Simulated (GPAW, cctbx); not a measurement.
## Reading charge transfer from structure factors

Ge2Rh, P6_422 (no. 181), a = 4.7503 Å, b = 4.7503 Å, c = 7.3578 Å, α = 90.00°, β = 90.00°, γ = 120.00°.

```
atom  mult.       x       y    z
 Rh1      3       0     1/2  1/3
 Ge1      6  0.3382  0.1691  1/3
```

The start was made by putting kin elements into a known structure type; the compound need not exist, or be stable, in this form.

Absolute values of the static structure factors of the conventional cell from DFT (PBE, GPAW) against free spherical atoms, in electrons:

| hkl | d (Å) | free atoms | crystal |
| --- | --- | --- | --- |
| 100 | 4.114 | 14.96 | 15.03 |
| 101 | 3.591 | 22.58 | 22.65 |
| 102 | 2.742 | 20.97 | 20.94 |
| 003 | 2.453 | 259.89 | 259.57 |
| 110 | 2.375 | 85.65 | 85.46 |
| 111 | 2.260 | 168.67 | 168.28 |
| 103 | 2.107 | 12.26 | 12.12 |
| 200 | 2.057 | 28.89 | 28.58 |
| 112 | 1.995 | 161.27 | 160.70 |
| 201 | 1.981 | 3.77 | 3.73 |

**Question.** Which way does charge move, and which reflections show it best?

Project each element's phase sum on the total phase. At low angle |F| should rise if density moves to atoms that scatter in phase and fall if it moves to atoms that scatter against it.

| hkl | Rh in phase | Ge in phase | change (e) | (%) |
| --- | --- | --- | --- | --- |
| 100 | +1.0 | -0.9 | +0.06 | +0.4 |
| 101 | +2.0 | -2.0 | +0.07 | +0.3 |
| 102 | +2.0 | -2.0 | -0.03 | -0.2 |
| 003 | +3.0 | +6.0 | -0.33 | -0.1 |
| 110 | +1.0 | +2.0 | -0.19 | -0.2 |
| 111 | +2.0 | +4.0 | -0.39 | -0.2 |
| 103 | +1.0 | -0.9 | -0.14 | -1.1 |
| 200 | +3.0 | -3.0 | -0.32 | -1.1 |

Low-angle reflections that set elements apart and change by more than 0.05 e: 100, 101, 103 and 200. The real-space density gives Voronoi charges Rh -0.06, Ge +0.03 e. The signs that these charges predict hold for 100 and 101 and fail for 103 and 200, so the simple rule can't give the direction here. The reflections see the density near the nuclei and the atoms' change of size and shape; Voronoi cells count what crosses the midplanes.

[Outputs are excerpts: Python notices, other lines and further rows are left out; steps that failed or that the build refused (PBEsol, TPSS) are not shown.]

[Logs are printed without paths, hosts, clocks, repeated set-up lines and the standing remarks that a program may print on its own settings, such as how far it seeks lower states.]
